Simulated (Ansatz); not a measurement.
## GaC (hypothetical, Pm-3m): phonons against volume

Which modes of GaC (hypothetical) drive its thermal expansion? The crystal structure is hypothetical: it was made by swapping elements on a known structure type.

Method: DFT PBEsol, scalar-relativistic, plane waves, PAW, in Ansatz 0.2.0.

### Step 1. The starting structure

The structure is cubic, space group Pm-3m (No. 221). The conventional cell has a = 3.555 Å, b = 3.555 Å, c = 3.555 Å, α = 90.00°, β = 90.00°, γ = 90.00°. Ga has 8 C at 3.08 Å nearest. Nearest to C lie 8 Ga at 3.08 Å. Farther neighbours are not listed.

### Step 2. Probe on a coarse mesh

A cheap single point shows whether the cell is a metal or an insulator and how far it is from rest; that sets the k-mesh and the occupations of what follows.

File input.yaml:

```yaml
crystal:
  lattice:
    - [3.55547, 0.0, 0.0]
    - [0.0, 3.55547, 0.0]
    - [0.0, 0.0, 3.55547]
  atoms:
    - { symbol: Ga, position: [0.0, 0.0, 0.0] }
    - { symbol: C, position: [0.5, 0.5, 0.5] }
kpoints:
  mp_grid: { grid: [6, 6, 6] }
hamiltonian:
  xc: pbesol
scf:
  occupations: { method: gaussian, width: 0.1 }
output:
  forces: true
  stress: true
  eigenvalues: true
```

Run with:

```bash
$ ansatz run input.yaml --threads 4 --pin off --max-ram 8192MiB --backend cpu --events-out ev --progress --plain --runs-dir out
```

Numbers of over 12 decimals in the logs are rounded to 6 here.

Output:

```text
Engine: ansatz 0.2.0, aarch64-unknown-linux-gnu
Pseudopotentials: kind: paw
Pseudopotential: Ga, paw, valence charge 13, recommended cutoff 420 eV (normal), Ga.paw.azcp
Pseudopotential: C, paw, valence charge 4, recommended cutoff 420 eV (normal), C.paw.azcp
Functional definition: PBEsol
  exchange = pbesol_x
  correlation = pbesol_c
Crystal: 2 atoms, lattice volume = 44.946 Å³
Basis set: ecut = 420 eV, 895 PW (Γ), exchange–correlation on 48×48×48 points (8 copies of the dense FFT grid, shifted against one another)
Bands: 13, of which v1, the nominal top of the filled ones, is band 9 counted from 1 (8 counted from 0)
Symmetry: 48 space group operations
Space group: Pm-3m (ITA 221), of the structure as read, at distance tolerance 3.6e-5 Å
k-points: 20 of 216
Non-local potential: Ga, projectors of the file, l = 0: 2, l = 1: 2, l = 2: 3, l = 3: 1
Non-local potential: C, projectors of the file, l = 0: 2, l = 1: 2, l = 2: 1
PAW form: soft (Blöchl's): semilocal exchange-correlation on the pseudo side does not see the compensation charge
PAW frozen core: Ga, regenerated for the run's functional, and the local potential with it (the file was generated under x = pbe(κ = 0.804, μ = 0.219515), c = pbe(β = 0.066725))
PAW frozen core: C, regenerated for the run's functional, and the local potential with it (the file was generated under x = pbe(κ = 0.804, μ = 0.219515), c = pbe(β = 0.066725))
PAW one-centre angular grid: Ga, 590 points (default); XC on 64 Gauss nodes
PAW one-centre angular grid: C, 110 points (default); XC on 64 Gauss nodes
Initial density: superposition of atomic densities (neutral atoms: chi_scale 0, normalization atom), corrected by the library's trained network
Initial wavefunctions: pseudopotential atomic-orbital guess
Functional: x = pbesol(κ = 0.804, μ = 0.123457), c = pbesol(β = 0.046)
SCF iter   1: F=—  HF=-3983.512912 eV  |F-HF|=—  |Δ(HF+E_count)|=         —  Δρ=8.12e-3  dr2=5.18e-2  ethr=1.77e-3  ⟨swp⟩=5.0  Hψ=1297  notcnv=0
preconditioner: auto → none  [metal: Δε(μ)=0.100 eV  Ē_g=13.665 eV  σ=0.100 eV  W_gap=0.45  n_scr=6 (ndim 8)  ℏωp=22.8 eV  f_vac=0.000  D(μ)=2.28/eV (n_scr^D=18)  sad-step TF]
SCF iter   2: F=—  HF=-3983.506799 eV  |F-HF|=—  |Δ(HF+E_count)|=   6.11e-3  Δρ=5.70e-3  dr2=2.61e-2  ethr=3.05e-4  ⟨swp⟩=1.0  Hψ=420  notcnv=0
SCF iter   3: F=—  HF=-3983.501173 eV  |F-HF|=—  |Δ(HF+E_count)|=   5.63e-3  Δρ=9.94e-4  dr2=9.06e-4  ethr=1.53e-4  ⟨swp⟩=1.3  Hψ=266  notcnv=0
SCF iter   4: F=—  HF=-3983.500951 eV  |F-HF|=—  |Δ(HF+E_count)|=   2.22e-4  Δρ=2.94e-4  dr2=1.22e-5  ethr=5.33e-6  ⟨swp⟩=2.8  Hψ=420  notcnv=0
SCF iter   5: F=—  HF=-3983.500989 eV  |F-HF|=—  |Δ(HF+E_count)|=   3.77e-5  Δρ=4.35e-5  dr2=2.85e-7  ethr=7.15e-8  ⟨swp⟩=2.0  Hψ=421  notcnv=0
SCF iter   6: F=-3983.500990 eV  HF=-3983.500990 eV  |F-HF|=1.65e-9  |Δ(HF+E_count)|=   8.52e-7  Δρ=6.74e-6  dr2=1.35e-8  ethr=5.88e-10  ⟨swp⟩=5.5  Hψ=1160  notcnv=0
SCF 1 converged in 6 iterations: F = -3983.500990 eV  dr2 = 1.35e-8
  greatest PAW one-centre occupation: 0.995 electrons in one spin orbital (limit 2), on the Ga atom at site 0 (counted from 0), in its partial waves of l = 2
SCF converged after 6 iterations
Free energy (F): -3983.500990 eV
Harris-Foulkes:  -3983.500990 eV  (|F-HF|=1.65e-9)
Internal energy: -3983.490530 eV  (E = F + TS)
E sigma→0 (E₀):  -3983.495760 eV
Entropy (-TS):   -0.010460 eV (-5.230 meV/atom)
Fermi energy:    3.381219 eV
--- Per-component energies (eV) ---
  E_band       = -116.519204
  E_kinetic    = 180.659808
  E_local      = -2242.278422  (includes V_loc(G=0)·N_el)
  E_nonlocal   = 451.940703
  E_hartree    = 1004.948351
  E_xc         = -108.090030
  E_vxc        = -106.328541  (∫ρ·V_xc dr)
  E_paw        = -2039.745333  (= ΣΔE_a)
  E_vpaw       = -410.410107  (= ΣTr[D̂ρ^β])
  E_aug_tail   = -0.000089  (compensation charges beyond the density's cutoff)
  E_ewald      = -1231.809597
  E_core_change = 0.884078  (= ΣΔE_core)
  E_smearing   = -0.010460  (= −TS)
  E_closure    = -0.000000  (closes the sum)
  Σ components = -3983.500990   (vs F -3983.500990, Δ=0.00e0)
--- Forces (eV/Å), atoms counted from 1 ---
  atom   1  Ga    -0.00000000    -0.00000000    -0.00000000
  atom   2  C      0.00000000     0.00000000     0.00000000
  max |Σ_I F_I| component: 9.04e-31 eV/Å
--- Stress (GPa, compression-positive) ---
      -17.315157       0.000000       0.000000
        0.000000     -17.315157       0.000000
       -0.000000       0.000000     -17.315157
  P = ⅓ Tr σ = -17.3152 GPa (-173.152 kbar)
--- Band table (eV; the first three rows and the last of 20) ---
  k-point 0: bands = [... 5 lower, -6.6372, -0.0059, 3.4758, 3.4758, 3.4758, 10.4136, 10.4136, 10.4136]
  k-point 1: bands = [... 5 lower, -6.4201, -0.5073, 3.5270, 3.6239, 3.6239, 8.6838, 10.1751, 10.1751]
  k-point 2: bands = [... 5 lower, -5.8638, -1.6422, 3.9584, 3.9584, 4.0394, 6.7879, 9.6248, 9.6248]
  k-point 19: bands = [... 5 lower, -4.4033, 1.4335, 2.5613, 2.5613, 2.5613, 4.9884, 4.9884, 4.9884]
```

It took 0.33 s on 4 threads of Arm Neoverse V2, shared host; peak memory 0.28 GiB; 0.82 s of CPU time.

This step gave:

```
pressure          : -17.32 GPa
volume per atom   : 22.47 Å³
gap on the k-mesh : 0 eV
```

The start is under -17 GPa at this level and looks like a metal on this mesh.

### Step 3. A loose first relaxation

The start is far from rest, so a relaxation with loose thresholds first brings it near the minimum.

Edit input.yaml of step 2 so:

```diff
@@ -18 +18,6 @@
   eigenvalues: true
+relax:
+  adjacent_minimum: "off"
+  f_tol: 0.05
+  max_steps: 80
+  cell: { stress_tol: 0.5 }
```

Output:

```text
[...]
Crystal: 2 atoms, lattice volume = 44.946 Å³
Basis set: ecut = 420 eV, 895 PW (Γ), exchange–correlation on 48×48×48 points (8 copies of the dense FFT grid, shifted against one another)
Bands: 13, of which v1, the nominal top of the filled ones, is band 9 counted from 1 (8 counted from 0)
Symmetry: 48 space group operations
[...]
k-points: 20 of 216
[...]
SCF iter   1: F=—  HF=-3983.512912 eV  |F-HF|=—  |Δ(HF+E_count)|=         —  Δρ=8.12e-3  dr2=5.18e-2  ethr=1.77e-3  ⟨swp⟩=5.0  Hψ=1297  notcnv=0
[...]
SCF iter   6: F=-3983.500990 eV  HF=-3983.500990 eV  |F-HF|=1.65e-9  |Δ(HF+E_count)|=   8.52e-7  Δρ=6.74e-6  dr2=1.35e-8  ethr=5.88e-10  ⟨swp⟩=5.5  Hψ=1160  notcnv=0
SCF 1 converged in 6 iterations: F = -3983.500990 eV  dr2 = 1.35e-8
[...]
relax step   1: F+E_penalty+E_count = -3983.50098954 eV  Δ(F+E_penalty+E_count) = +0.000e0 eV  max|allowed force component| = 4.602e-31 eV/Å  Δτ_max = 0.0000 Å  P = -17.315 GPa  Ω = 44.946 Å³  (6 SCF iters, dr2 threshold 1.00e-7 eV, accepted)
Crystal: 2 atoms, lattice volume = 38.688 Å³
Basis set: ecut = 420 eV, 739 PW (Γ), exchange–correlation on 48×48×48 points (8 copies of the dense FFT grid, shifted against one another)
[...]
iter 1 solved again at ethr=2.59e-5 eV; its pass at ethr=3.10e-3 eV (dr2=4.41e-3 eV) is discarded
[...]
SCF iter   6: F=-3984.234478 eV  HF=-3984.234478 eV  |F-HF|=5.65e-10  |Δ(HF+E_count)|=   2.95e-8  Δρ=2.38e-6  dr2=1.25e-9  ethr=8.36e-10  ⟨swp⟩=2.2  Hψ=922  notcnv=0
SCF 2 converged in 6 iterations: F = -3984.234478 eV  dr2 = 1.25e-9
relax step   2: F+E_penalty+E_count = -3984.23447842 eV  Δ(F+E_penalty+E_count) = -7.335e-1 eV  max|allowed force component| = 3.985e-31 eV/Å  Δτ_max = 0.0000 Å  P = -19.966 GPa  Ω = 38.688 Å³  energy of the carried Pulay correction = +5.124e-3 eV  (6 SCF iters, dr2 threshold 2.00e-7 eV, accepted)
Crystal: 2 atoms, lattice volume = 33.039 Å³
Basis set: ecut = 420 eV, 619 PW (Γ), exchange–correlation on 48×48×48 points (8 copies of the dense FFT grid, shifted against one another)
[...]
SCF iter   6: F=-3984.962349 eV  HF=-3984.962349 eV  |F-HF|=1.68e-10  |Δ(HF+E_count)|=   3.38e-9  Δρ=1.18e-6  dr2=1.57e-10  ethr=3.78e-11  ⟨swp⟩=1.1  Hψ=775  notcnv=0
SCF 3 converged in 6 iterations: F = -3984.962349 eV  dr2 = 1.57e-10
relax step   3: F+E_penalty+E_count = -3984.96234899 eV  Δ(F+E_penalty+E_count) = -7.279e-1 eV  max|allowed force component| = 3.533e-31 eV/Å  Δτ_max = 0.0000 Å  P = -20.625 GPa  Ω = 33.039 Å³  energy of the carried Pulay correction = +1.046e-2 eV  (6 SCF iters, dr2 threshold 2.00e-7 eV, accepted)
[...]
relax step   4: F+E_penalty+E_count = -3985.61119834 eV  Δ(F+E_penalty+E_count) = -6.488e-1 eV  max|allowed force component| = 1.578e-30 eV/Å  Δτ_max = 0.0000 Å  P = -19.751 GPa  Ω = 27.969 Å³  energy of the carried Pulay correction = +1.595e-2 eV  (6 SCF iters, dr2 threshold 2.00e-7 eV, accepted)
[...]
relax step   5: F+E_penalty+E_count = -3986.06666666 eV  Δ(F+E_penalty+E_count) = -4.555e-1 eV  max|allowed force component| = 1.249e-30 eV/Å  Δτ_max = 0.0000 Å  P = -9.233 GPa  Ω = 23.337 Å³  energy of the carried Pulay correction = +2.166e-2 eV  (6 SCF iters, dr2 threshold 2.00e-7 eV, accepted)
[...]
relax step   6: F+E_penalty+E_count = -3986.09933528 eV  Δ(F+E_penalty+E_count) = -3.267e-2 eV  max|allowed force component| = 2.104e-30 eV/Å  Δτ_max = 0.0000 Å  P = +8.411 GPa  Ω = 20.390 Å³  energy of the carried Pulay correction = +2.569e-2 eV  (6 SCF iters, dr2 threshold 2.00e-7 eV, accepted)
[...]
relax step   7: F+E_penalty+E_count = -3986.12579392 eV  Δ(F+E_penalty+E_count) = -2.646e-2 eV  max|allowed force component| = 9.532e-31 eV/Å  Δτ_max = 0.0000 Å  P = -0.077 GPa  Ω = 21.527 Å³  energy of the carried Pulay correction = +2.410e-2 eV  (7 SCF iters, dr2 threshold 2.00e-7 eV, accepted)
Basis set: ecut = 420 eV, 437 PW (Γ), exchange–correlation on 40×40×40 points (8 copies of the dense FFT grid, shifted against one another)
[...]
SCF iter   1: F=—  HF=-3986.121328 eV  |F-HF|=—  |Δ(HF+E_count)|=         —  Δρ=5.76e-4  dr2=1.56e-5  ethr=3.78e-8  ⟨swp⟩=2.8  Hψ=1981  notcnv=0
eigensolver tolerance schedule calibrated: the retry pair's looser diagonalisation under-reported the residual by θ = 0.59 (0.12/decade); ethr = c·dr2/N_el runs at the constant in force after the calibration composes with the one it found (an armed cap, an earlier calibration), c = 7.0e-2
[...]
SCF iter   2: F=—  HF=-3986.121334 eV  |F-HF|=—  |Δ(HF+E_count)|=   6.64e-6  Δρ=3.88e-4  dr2=9.87e-6  ethr=3.78e-8  ⟨swp⟩=2.0  Hψ=422  notcnv=0
[...]
SCF iter   6: F=-3986.121338 eV  HF=-3986.121338 eV  |F-HF|=9.09e-13  |Δ(HF+E_count)|=  7.55e-11  Δρ=1.71e-7  dr2=1.17e-12  ethr=1.00e-12  ⟨swp⟩=1.9  Hψ=774  notcnv=0
SCF 8 converged in 6 iterations: F = -3986.121338 eV  dr2 = 1.17e-12
relax step   8: F+E_penalty+E_count = -3986.12133779 eV  Δ(F+E_penalty+E_count) = +4.456e-3 eV  max|allowed force component| = 1.085e-30 eV/Å  Δτ_max = 0.0000 Å  P = -0.324 GPa  Ω = 21.527 Å³  stress off target by 3.24e-1 GPa  SCF on the basis re-selected at this cell (its energy is not comparable with the rows above)  (6 SCF iters)
basis re-selected at this cell: Δ(F+E_penalty+E_count) = +4.456e-3 eV, ΔP = -0.247 GPa vs the last step (what re-selecting the basis moved, of the pressure what is left beyond the Pulay correction that the steps carried, after the strain that the cell walked since its last selection, with what the two solves' SCF thresholds leave and, on support functions, any second-order correction that the steps lacked; it is no measure of the basis error at this ecutwfc). The dense FFT grid was sized anew with the basis: this SCF ran on 20×20×20 points, the steps before it on 24×24×24, so part of this shift can come from that change (see relax.cell in the input reference). [rest of the remark cut]
SCF converged after 6 iterations
Free energy (F): -3986.121338 eV
[...]
Internal energy: -3986.111462 eV  (E = F + TS)
E sigma→0 (E₀):  -3986.116400 eV
Entropy (-TS):   -0.009876 eV (-4.938 meV/atom)
Fermi energy:    12.127649 eV
[...]
--- Stress (GPa, compression-positive) ---
       -0.323835      -0.000000      -0.000000
       -0.000000      -0.323835      -0.000000
       -0.000000      -0.000000      -0.323835
  P = ⅓ Tr σ = -0.3238 GPa (-3.238 kbar)
--- Band table (eV; the first three rows and the last of 20) ---
  k-point 0: bands = [... 5 lower, -2.4783, 11.9042, 11.9042, 11.9042, 13.4707, 21.0181, 21.0181, 26.1108]
  k-point 1: bands = [... 5 lower, -2.4748, 8.9667, 12.2819, 12.2819, 14.9254, 21.4773, 21.6464, 25.1267]
  k-point 2: bands = [... 5 lower, -1.1333, 5.2275, 13.1831, 13.1831, 16.3061, 20.2365, 22.8654, 23.0313]
  k-point 19: bands = [... 5 lower, 5.0442, 9.8860, 9.8860, 9.8860, 13.0998, 13.0998, 13.0998, 14.4420]
--- Relaxed structure (7 steps of the walk, 7 accepted, 1 SCFs on fresh bases) ---
  F+E_penalty+E_count = -3986.12133779 eV   max|allowed force component| = 1.085e-30 eV/Å   (the final SCF, on the basis selected at the relaxed cell)
  cell:  # Å, volume = 21.5271 Å³
    - [2.781815, 0, 0]
    - [0, 2.781815, 0]
    - [0, 0, 2.781815]
  atoms:
    - { symbol: Ga, position: [0, 0, 0] }
    - { symbol: C, position: [0.500000, 0.5, 0.500000] }
```

Run time: 2.2 s. Hardware: 4 threads; peak memory 0.3 GiB.

The steps of the relaxation:

| step | energy less that of the first step (eV) | largest force component (eV/Å) | pressure (GPa) | volume (Å³) |
| --- | --- | --- | --- | --- |
| 1 | 0.0000 | 0.0000 | -17.32 | 44.95 |
| 2 | -0.7335 | 0.0000 | -19.97 | 38.69 |
| 3 | -1.4614 | 0.0000 | -20.62 | 33.04 |
| 4 | -2.1102 | 0.0000 | -19.75 | 27.97 |
| 5 | -2.5657 | 0.0000 | -9.23 | 23.34 |
| 6 | -2.5983 | 0.0000 | 8.41 | 20.39 |
| 7 | -2.6248 | 0.0000 | -0.08 | 21.53 |
| 8* | -2.6203 | 0.0000 | -0.32 | 21.53 |

Relaxation steps marked * repeat the geometry before them on a plane-wave basis chosen anew for their cell, so energy and pressure can jump there.

The run keeps the 48 symmetry operations that it works with, so distortions that break them were not tested.

| cell as run | before | after | change |
| --- | --- | --- | --- |
| a (Å) | 3.555 | 2.782 | -21.8 % |
| b (Å) | 3.555 | 2.782 | -21.8 % |
| c (Å) | 3.555 | 2.782 | -21.8 % |
| volume (Å³/atom) | 22.47 | 10.76 | -52.1 % |

The relaxed structure:

```
Ga C
1.0
     2.78182    0.00000    0.00000
     0.00000    2.78182    0.00000
     0.00000    0.00000    2.78182
Ga C
1 1
Direct
  0.00000 0.00000 0.00000
  0.50000 0.50000 0.50000
```

This step gave:

```
pressure        : -0.3238 GPa
volume per atom : 10.76 Å³
```

The relaxation ends with a pressure of -0.32 GPa.

(Part 1 of 4 ends here.)

[Logs are printed without paths, hosts, clocks, repeated set-up lines and the standing remarks that a program may print on its own settings, such as how far it seeks lower states.]

[Hosts, paths, dates, database ids (printed as entryN), source tags and the programs' standing remarks are cut or masked in the printed files.]

[A step with changed settings may run another functional than the one named; its input shows which.]

[Of the runs on displaced cells, only some may be shown.]
